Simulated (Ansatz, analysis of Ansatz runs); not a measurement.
**Interstitial H in hcp Be, hop from a tetrahedral to the next octahedral site: migration barrier against experiment**

Subject: interstitial H in hcp Be, hop from a tetrahedral to the next octahedral site. Wanted: its migration barrier, in one set-up (LDA, 36-site cell, LDA lattice, 420 eV, k: 5x5x4 Gamma-centred). The model is a cell of 36 host atoms with 1 H put in. The barrier is the energy of the highest image of a climbing band over the relaxed site that the atom leaves. A local or semilocal functional is the cheapest first rung.

Measured beforehand: Migration barrier: 0.611 eV, by permeation (diffusion activation energy, T > 250 K) (quoted in “Explainable Machine Learning for Hydrogen Diffusion in Metals and Random Binary Alloys”, 2023, G. M. Lu et al., quoting earlier work (1995)).

Main program and level: Ansatz 0.2.0; plane-wave PAW DFT, LDA; relaxation of all atoms of a defect supercell.

## (1) Starting point

The cell holds 37 atoms: 36 Be and 1 H. Cell: a = 6.678 Å, b = 6.678 Å, c = 7.033 Å, α = 90.0°, β = 90.0°, γ = 120.0°. It derives from Be (space group P6_3/mmc). Nearest the centre at fractional (0.444, 0.556, 0.438): H37 at 0.00 Å, Be19 at 1.32 Å, Be22 at 1.36 Å, Be6 at 1.36 Å, Be18 at 1.36 Å, Be17 at 2.20 Å, Be7 at 2.59 Å, Be23 at 2.59 Å.

The host's primitive cell comes from a first run (plane-wave PAW DFT, LDA; relaxation of the host's cell and atoms): vectors of 2.226, 2.226 and 3.517 Å. That is 7.55 Å³ an atom, 6.9 % under the diffraction cell's volume. The supercell is built on it.

## (2) Relaxation, charge 0

A barrier counts from a true minimum, so both ends of the jump are relaxed first.

Contents of start/input.yaml:

```yaml
relax:
  f_tol: 0.02
  max_steps: 80
  escape_saddle: false
crystal:
  lattice:
    - [6.6783209, 0.0, 0.0]
    - [-3.33916045, 5.78359555, 0.0]
    - [0.0, 0.0, 7.03333808]
  atoms:
    - { symbol: Be, position: [0.111111111, 0.222222222, 0.125] }
    - { symbol: Be, position: [0.222222222, 0.111111111, 0.375] }
    - { symbol: Be, position: [0.111111111, 0.222222222, 0.625] }
    - { symbol: Be, position: [0.222222222, 0.111111111, 0.875] }
    - { symbol: Be, position: [0.111111111, 0.555555556, 0.125] }
    - { symbol: Be, position: [0.222222222, 0.444444444, 0.375] }
    - { symbol: Be, position: [0.111111111, 0.555555556, 0.625] }
    - { symbol: Be, position: [0.222222222, 0.444444444, 0.875] }
    - { symbol: Be, position: [0.111111111, 0.888888889, 0.125] }
    - { symbol: Be, position: [0.222222222, 0.777777778, 0.375] }
    - { symbol: Be, position: [0.111111111, 0.888888889, 0.625] }
    - { symbol: Be, position: [0.222222222, 0.777777778, 0.875] }
    - { symbol: Be, position: [0.444444444, 0.222222222, 0.125] }
    - { symbol: Be, position: [0.555555556, 0.111111111, 0.375] }
    - { symbol: Be, position: [0.444444444, 0.222222222, 0.625] }
    - { symbol: Be, position: [0.555555556, 0.111111111, 0.875] }
    - { symbol: Be, position: [0.444444444, 0.555555556, 0.125] }
    - { symbol: Be, position: [0.555555556, 0.444444444, 0.375] }
    - { symbol: Be, position: [0.444444444, 0.555555556, 0.625] }
    - { symbol: Be, position: [0.555555556, 0.444444444, 0.875] }
    - { symbol: Be, position: [0.444444444, 0.888888889, 0.125] }
    - { symbol: Be, position: [0.555555556, 0.777777778, 0.375] }
    - { symbol: Be, position: [0.444444444, 0.888888889, 0.625] }
    - { symbol: Be, position: [0.555555556, 0.777777778, 0.875] }
    - { symbol: Be, position: [0.777777778, 0.222222222, 0.125] }
    - { symbol: Be, position: [0.888888889, 0.111111111, 0.375] }
    - { symbol: Be, position: [0.777777778, 0.222222222, 0.625] }
    - { symbol: Be, position: [0.888888889, 0.111111111, 0.875] }
    - { symbol: Be, position: [0.777777778, 0.555555556, 0.125] }
    - { symbol: Be, position: [0.888888889, 0.444444444, 0.375] }
    - { symbol: Be, position: [0.777777778, 0.555555556, 0.625] }
    - { symbol: Be, position: [0.888888889, 0.444444444, 0.875] }
    - { symbol: Be, position: [0.777777778, 0.888888889, 0.125] }
    - { symbol: Be, position: [0.888888889, 0.777777778, 0.375] }
    - { symbol: Be, position: [0.777777778, 0.888888889, 0.625] }
    - { symbol: Be, position: [0.888888889, 0.777777778, 0.875] }
    - { symbol: H, position: [0.444444, 0.555556, 0.4375] }
basis:
  ecutwfc: 420
  xc_grid: 2
hamiltonian:
  xc: lda
kpoints:
  mp_grid: { grid: [5, 5, 4] }
scf:
  occupations: { method: methfessel_paxton, width: 0.1 }
  max_iter: 120
output:
  forces: true
checkpoint:
  write: "../start.run"
  compress: false
  write_wavefunctions: true
  write_every: 100000
```

The run is started by

```bash
> ansatz run input.yaml --threads 2 --pin off --max-ram 3768MiB --backend cpu --events-out ev --progress --plain --runs-dir out
```

Numbers of over 12 decimals in the logs are rounded to 6 here.

What it wrote:

```text
[... repeated set-up lines and file paths are left out, and long positions are rounded to six places ...]
Warning: the atoms were moved onto the symmetric positions of the space group found under crystal.symmetry.tolerance 1.0e-5 (fractional; [...]
Engine: ansatz 0.2.0, aarch64-unknown-linux-gnu
Pseudopotentials: kind: paw
Pseudopotential: Be, paw, valence charge 2, recommended cutoff 420 eV (normal), Be.paw.azcp
Pseudopotential: H, paw, valence charge 1, recommended cutoff 420 eV (normal), H.paw.azcp
Functional definition: SPW92
  exchange = slater_x
  correlation = pw_c
Crystal: 37 atoms, lattice volume = 271.661 Å³
Basis set: ecut = 420 eV, 5279 PW (Γ), exchange–correlation on 90×90×96 points (8 copies of the dense FFT grid, shifted against one another)
Bands: 74, of which v1, the nominal top of the filled ones, is band 37 counted from 1 (36 counted from 0)
Symmetry: 6 space group operations
Space group: P3m1 (ITA 156), of the structure as read, at distance tolerance 6.5e-5 Å
k-points: 17 of 100 (time reversal used)
Non-local potential: Be, projectors of the file, l = 0: 2, l = 1: 2, l = 2: 1
Non-local potential: H, projectors of the file, l = 0: 2, l = 1: 1
PAW form: soft (Blöchl's): semilocal exchange-correlation on the pseudo side does not see the compensation charge
PAW frozen core: Be, regenerated for the run's functional, and the local potential with it (the file was generated under x = pbe(κ = 0.804, μ = 0.219515), c = pbe(β = 0.066725))
PAW one-centre angular grid: Be, 110 points (default); XC on 64 Gauss nodes
PAW one-centre angular grid: H, 110 points (default); XC on 64 Gauss nodes
Initial density: superposition of atomic densities (neutral atoms: chi_scale 0, normalization atom), corrected by the library's trained network
Initial wavefunctions: pseudopotential atomic-orbital guess
Functional: x = slater, c = lda
SCF iter   1: F=—  HF=-3189.987351 eV  |F-HF|=—  |Δ(HF+E_count)|=         —  Δρ=4.01e-3  dr2=7.17e-2  ethr=1.77e-3  ⟨swp⟩=7.8  Hψ=7794  notcnv=0  defer=153
preconditioner: auto → Kerker (q_TF=auto, 2.192 Å⁻¹)  [metal: Δε(μ)=0.028 eV  Ē_g=9.894 eV  σ=0.100 eV  W_gap=0.23  n_scr=58 (ndim 8)  ℏωp=19.2 eV  f_vac=0.000  D(μ)=3.59/eV (n_scr^D=20)]
SCF iter   2: F=—  HF=-3189.970772 eV  |F-HF|=—  |Δ(HF+E_count)|=   1.66e-2  S|Δr|=    0.00e0  Δρ=2.27e-3  dr2=2.27e-2  ethr=9.83e-5  ⟨swp⟩=1.3  Hψ=1535  notcnv=0  defer=191
SCF iter   3: F=—  HF=-3189.963438 eV  |F-HF|=—  |Δ(HF+E_count)|=   7.33e-3  S|Δr|=    0.00e0  Δρ=2.33e-4  dr2=9.18e-5  ethr=3.12e-5  ⟨swp⟩=2.0  Hψ=1383  notcnv=0  defer=191
SCF iter   4: F=—  HF=-3189.963409 eV  |F-HF|=—  |Δ(HF+E_count)|=   2.87e-5  S|Δr|=    0.00e0  Δρ=2.58e-5  dr2=1.25e-6  ethr=1.37e-8  ⟨swp⟩=4.0  Hψ=3129  notcnv=0
SCF iter   5: F=-3189.963409 eV  HF=-3189.963409 eV  |F-HF|=1.87e-8  |Δ(HF+E_count)|=   2.86e-7  S|Δr|=    0.00e0  Δρ=3.36e-6  dr2=3.50e-8  ethr=1.71e-9  ⟨swp⟩=1.6  Hψ=2609  notcnv=0
SCF 1 converged in 5 iterations: F = -3189.963409 eV  dr2 = 3.50e-8
  greatest PAW one-centre occupation: 0.429 electrons in one spin orbital (limit 2), on the H atom at site 36 (counted from 0), in its partial waves of l = 0
relax step   1: F+E_penalty+E_count = -3189.96340895 eV  Δ(F+E_penalty+E_count) = +0.000e0 eV  max|allowed force component| = 1.818e0 eV/Å  Δτ_max = 0.0000 Å  (5 SCF iters, dr2 threshold 1.00e-5 eV, accepted)
[... the SCF cycles and remarks between the steps are left out from here to the last step ...]
relax step   2: F+E_penalty+E_count = -3190.20025746 eV  Δ(F+E_penalty+E_count) = -2.368e-1 eV  max|allowed force component| = 9.728e-1 eV/Å  Δτ_max = 0.0426 Å  (4 SCF iters, dr2 threshold 1.00e-4 eV, accepted)
relax step   3: F+E_penalty+E_count = -3190.35213767 eV  Δ(F+E_penalty+E_count) = -1.519e-1 eV  max|allowed force component| = 2.949e-1 eV/Å  Δτ_max = 0.0870 Å  (4 SCF iters, dr2 threshold 5.91e-5 eV, accepted)
relax step   4: F+E_penalty+E_count = -3190.36616250 eV  Δ(F+E_penalty+E_count) = -1.402e-2 eV  max|allowed force component| = 2.841e-1 eV/Å  Δτ_max = 0.2000 Å  (5 SCF iters, dr2 threshold 7.99e-6 eV, accepted)
relax step   5: F+E_penalty+E_count = -3190.37553055 eV  Δ(F+E_penalty+E_count) = -9.368e-3 eV  max|allowed force component| = 4.294e-2 eV/Å  Δτ_max = 0.0334 Å  (4 SCF iters, dr2 threshold 7.42e-6 eV, accepted)
SCF iter   1: F=—  HF=-3190.376970 eV  |F-HF|=—  |Δ(HF+E_count)|=         —  Δρ=1.00e-3  dr2=2.62e-3  ethr=5.17e-5  ⟨swp⟩=4.1  Hψ=2878  notcnv=0  defer=343
SCF iter   2: F=—  HF=-3190.376483 eV  |F-HF|=—  |Δ(HF+E_count)|=   4.87e-4  S|Δr|=    0.00e0  Δρ=5.64e-4  dr2=8.45e-4  ethr=3.59e-6  ⟨swp⟩=1.0  Hψ=1462  notcnv=0  defer=337
SCF iter   3: F=—  HF=-3190.376262 eV  |F-HF|=—  |Δ(HF+E_count)|=   2.21e-4  S|Δr|=    0.00e0  Δρ=2.87e-5  dr2=1.55e-6  ethr=1.16e-6  ⟨swp⟩=2.0  Hψ=1378  notcnv=0  defer=337
SCF iter   4: F=—  HF=-3190.376254 eV  |F-HF|=—  |Δ(HF+E_count)|=   8.00e-6  S|Δr|=    0.00e0  Δρ=4.26e-6  dr2=3.42e-8  ethr=1.37e-10  ⟨swp⟩=4.1  Hψ=3270  notcnv=0
SCF iter   5: F=-3190.376254 eV  HF=-3190.376254 eV  |F-HF|=1.45e-10  |Δ(HF+E_count)|=   6.41e-9  S|Δr|=    0.00e0  Δρ=4.58e-7  dr2=4.60e-10  ethr=4.68e-11  ⟨swp⟩=1.2  Hψ=2738  notcnv=0
SCF 6 converged in 5 iterations: F = -3190.376254 eV  dr2 = 4.60e-10
relax step   6: F+E_penalty+E_count = -3190.37625391 eV  Δ(F+E_penalty+E_count) = -7.234e-4 eV  max|allowed force component| = 3.603e-3 eV/Å  Δτ_max = 0.0302 Å  (5 SCF iters, accepted)
NSCF: frozen V_eff on 17 k-points
the search or the solves at the SCF's close seem to have found levels that the self-consistency loop had missed (the run counts 1). By its estimate they hold under 1e-12 electrons; where the run keeps them, the occupations were computed again with them
SCF converged after 5 iterations
Stability not checked: this state was not tested for a lower state beside it, because cold or Methfessel-Paxton smearing, or corrected tetrahedra, fill the levels in a way that the test cannot read (fill_not_monotonic; see scf.lower_state_search)
Free energy (F): -3190.376254 eV
Harris-Foulkes:  -3190.376254 eV  (|F-HF|=1.45e-10)
Internal energy: -3190.375618 eV  (E = F + TS)
E sigma→0 (E₀):  -3190.376095 eV
Entropy (-TS):   -0.000636 eV (-0.017 meV/atom)
Fermi energy:    8.815019 eV
--- Per-component energies (eV) ---
  E_band       = 233.710345
  E_kinetic    = 808.706599
  E_local      = 79.867837  (includes V_loc(G=0)·N_el)
  E_nonlocal   = 173.210854
  E_hartree    = 5.390035
  E_xc         = -729.488740
  E_vxc        = -779.614880  (∫ρ·V_xc dr)
  E_paw        = -1987.546052  (= ΣΔE_a)
  E_vpaw       = -59.238771  (= ΣTr[D̂ρ^β])
  E_aug_tail   = -0.001360  (compensation charges beyond the density's cutoff)
  E_ewald      = -1541.605128
  E_core_change = 1.090336  (= ΣΔE_core)
  E_smearing   = -0.000636  (= −TS)
  E_closure    = -0.000000  (closes the sum)
  Σ components = -3190.376254   (vs F -3190.376254, Δ=0.00e0)
--- Forces (eV/Å), atoms counted from 1 ---
  atom   1  Be    -0.00171427    -0.00067559     0.00114997
  atom   2  Be     0.00000000    -0.00093245    -0.00134305
  atom   3  Be    -0.00071273     0.00040244    -0.00039523
  atom   4  Be     0.00000000    -0.00220715     0.00126971
  atom   5  Be    -0.00144222    -0.00114681     0.00114997
  atom   6  Be    -0.00214052    -0.00123583     0.00023288
  atom   7  Be    -0.00000784    -0.00081846    -0.00039523
  atom   8  Be    -0.00058465    -0.00033755    -0.00360258
  atom   9  Be    -0.00000000    -0.00000000     0.00116927
  atom  10  Be    -0.00080753     0.00046623    -0.00134305
  atom  11  Be    -0.00000000    -0.00000000     0.00068136
  atom  12  Be    -0.00191145     0.00110358     0.00126971
  atom  13  Be     0.00171427    -0.00067559     0.00114997
  atom  14  Be     0.00243282     0.00140459    -0.00020052
  atom  15  Be     0.00071273     0.00040244    -0.00039523
  atom  16  Be     0.00065890     0.00038042     0.00035774
  atom  17  Be    -0.00000000    -0.00000000     0.00013860
  atom  18  Be     0.00214052    -0.00123583     0.00023288
  atom  19  Be    -0.00000000    -0.00000000     0.00308319
  atom  20  Be     0.00058465    -0.00033755    -0.00360258
  atom  21  Be     0.00027206     0.00182240     0.00114997
  atom  22  Be     0.00000000     0.00247166     0.00023288
  atom  23  Be     0.00070489     0.00041602    -0.00039523
  atom  24  Be     0.00000000     0.00067510    -0.00360258
  atom  25  Be    -0.00000000    -0.00000000     0.00036241
  atom  26  Be    -0.00243282     0.00140459    -0.00020052
  atom  27  Be    -0.00000000    -0.00000000    -0.00131196
  atom  28  Be    -0.00065890     0.00038042     0.00035774
  atom  29  Be     0.00144222    -0.00114681     0.00114997
  atom  30  Be     0.00000000    -0.00280918    -0.00020052
  atom  31  Be     0.00000784    -0.00081846    -0.00039523
  atom  32  Be     0.00000000    -0.00076083     0.00035774
  atom  33  Be    -0.00027206     0.00182240     0.00114997
  atom  34  Be     0.00080753     0.00046623    -0.00134305
  atom  35  Be    -0.00070489     0.00041602    -0.00039523
  atom  36  Be     0.00191145     0.00110358     0.00126971
  atom  37  H      0.00000000     0.00000000     0.00120556
  max |Σ_I F_I| component: 5.78e-7 eV/Å
--- Band table (eV; the first three rows and the last of 17) ---
  k-point 0: bands = ["-3.5340", "-1.9577", "-0.8900", "-0.6046", [... 66 left out ...] "15.1819", "15.2563", "15.2800", "15.2800"]
  k-point 1: bands = ["-3.4540", "-2.2100", "-1.2046", "0.2559", [... 66 left out ...] "15.4057", "15.4057", "15.4294", "15.4294"]
  [... further k-points left out ...]
--- Relaxed structure (6 steps of the walk, 6 accepted, 0 SCFs on fresh bases) ---
  F+E_penalty+E_count = -3190.37625391 eV   max|allowed force component| = 3.603e-3 eV/Å
  atoms:
    - { symbol: Be, position: [0.111980, 0.222441, 0.126181] }
    - { symbol: Be, position: [0.221543, 0.109753, 0.376371] }
    - { symbol: Be, position: [0.110858, 0.221401, 0.626503] }
    - { symbol: Be, position: [0.222033, 0.110733, 0.876466] }
    - { symbol: Be, position: [0.111980, 0.556205, 0.126181] }
    - { symbol: Be, position: [0.197854, 0.432260, 0.374694] }
    - { symbol: Be, position: [0.110858, 0.556124, 0.626503] }
    - { symbol: Be, position: [0.222489, 0.444578, 0.875422] }
    - { symbol: Be, position: [0.111111, 0.888889, 0.127491] }
    - { symbol: Be, position: [0.221543, 0.778457, 0.376371] }
    - { symbol: Be, position: [0.111111, 0.888889, 0.625669] }
    - { symbol: Be, position: [0.222033, 0.777967, 0.876466] }
    - { symbol: Be, position: [0.443795, 0.222441, 0.126181] }
    - { symbol: Be, position: [0.552405, 0.109536, 0.376669] }
    - { symbol: Be, position: [0.443876, 0.221401, 0.626503] }
    - { symbol: Be, position: [0.556718, 0.111692, 0.876421] }
    - { symbol: Be, position: [0.444444, 0.555556, 0.121928] }
    - { symbol: Be, position: [0.567740, 0.432260, 0.374694] }
    - { symbol: Be, position: [0.444444, 0.555556, 0.625437] }
    - { symbol: Be, position: [0.555422, 0.444578, 0.875422] }
    - { symbol: Be, position: [0.443795, 0.888020, 0.126181] }
    - { symbol: Be, position: [0.567740, 0.802146, 0.374694] }
    - { symbol: Be, position: [0.443876, 0.889142, 0.626503] }
    - { symbol: Be, position: [0.555422, 0.777511, 0.875422] }
    - { symbol: Be, position: [0.777778, 0.222222, 0.129864] }
    - { symbol: Be, position: [0.890464, 0.109536, 0.376669] }
    - { symbol: Be, position: [0.777778, 0.222222, 0.623879] }
    - { symbol: Be, position: [0.888308, 0.111692, 0.876421] }
    - { symbol: Be, position: [0.777559, 0.556205, 0.126181] }
    - { symbol: Be, position: [0.890464, 0.447595, 0.376669] }
    - { symbol: Be, position: [0.778599, 0.556124, 0.626503] }
    - { symbol: Be, position: [0.888308, 0.443282, 0.876421] }
    - { symbol: Be, position: [0.777559, 0.888020, 0.126181] }
    - { symbol: Be, position: [0.890247, 0.778457, 0.376371] }
    - { symbol: Be, position: [0.778599, 0.889142, 0.626503] }
    - { symbol: Be, position: [0.889267, 0.777967, 0.876466] }
    - { symbol: H, position: [0.444444, 0.555556, 0.399001] }
```

Run time: 59 s. Hardware: 2 threads of Arm Neoverse V2, shared host; peak memory 0.7 GiB; 2 min of CPU time.

Step by step:

| step | energy less that of the first step (eV) | largest force component (eV/Å) |
| --- | --- | --- |
| 1 | 0.0000 | 1.8175 |
| 2 | -0.2368 | 0.9728 |
| 3 | -0.3887 | 0.2949 |
| 4 | -0.4028 | 0.2841 |
| 5 | -0.4121 | 0.0429 |
| 6 | -0.4128 | 0.0036 |

Forces are held to the 6 operations that the run works with; a distortion that breaks them can't arise in this run.

The atoms that moved most (Å):

| atom | dx | dy | dz | length |
| --- | --- | --- | --- | --- |
| H37 | 0.000 | 0.000 | -0.271 | 0.271 |
| Be6 | -0.122 | -0.070 | -0.002 | 0.141 |
| Be22 | 0.000 | 0.141 | -0.002 | 0.141 |
| Be18 | 0.122 | -0.070 | -0.002 | 0.141 |
| Be25 | 0.000 | 0.000 | 0.034 | 0.034 |
| Be30 | 0.000 | 0.018 | 0.012 | 0.022 |
| Be14 | -0.016 | -0.009 | 0.012 | 0.022 |
| Be26 | 0.016 | -0.009 | 0.012 | 0.022 |

Neighbours of H37 at the end:

| atom | distance (Å) |
| --- | --- |
| Be18 | 1.436 |
| Be22 | 1.436 |
| Be6 | 1.436 |
| Be19 | 1.593 |
| Be17 | 1.949 |
| Be10 | 2.583 |
| Be2 | 2.583 |
| Be34 | 2.583 |

This step gave:

| Quantity | Value |
| --- | --- |
| free energy | -3190.3763 eV |
| smearing term TS | 6.36e-4 eV |

The other runs of this kind differ in structure, charge or spin alone:

| run | outcome | energy less the first (eV) | moment (μB) | time |
| --- | --- | --- | --- | --- |
| relaxation, charge 0 | converged | 0.0000 | 0.00 | 59 s |
| relaxation, charge 0 | converged | 0.1329 | 0.00 | 34 s |

The relaxation ends 11 meV an atom lower, with a largest force component of 0.0036 eV/Å.

[end of part 1 of 2]

[Logs are printed without paths, hosts, clocks, repeated set-up lines and the standing remarks that a program may print on its own settings, such as how far it seeks lower states.]

[Hosts, paths, dates, database ids (printed as entryN), source tags and the programs' standing remarks are cut or masked in the printed files.]

[For some hosts the program warned that the k-mesh of the response run may be too coarse for force constants and the static dielectric constant; such warnings are not shown here.]
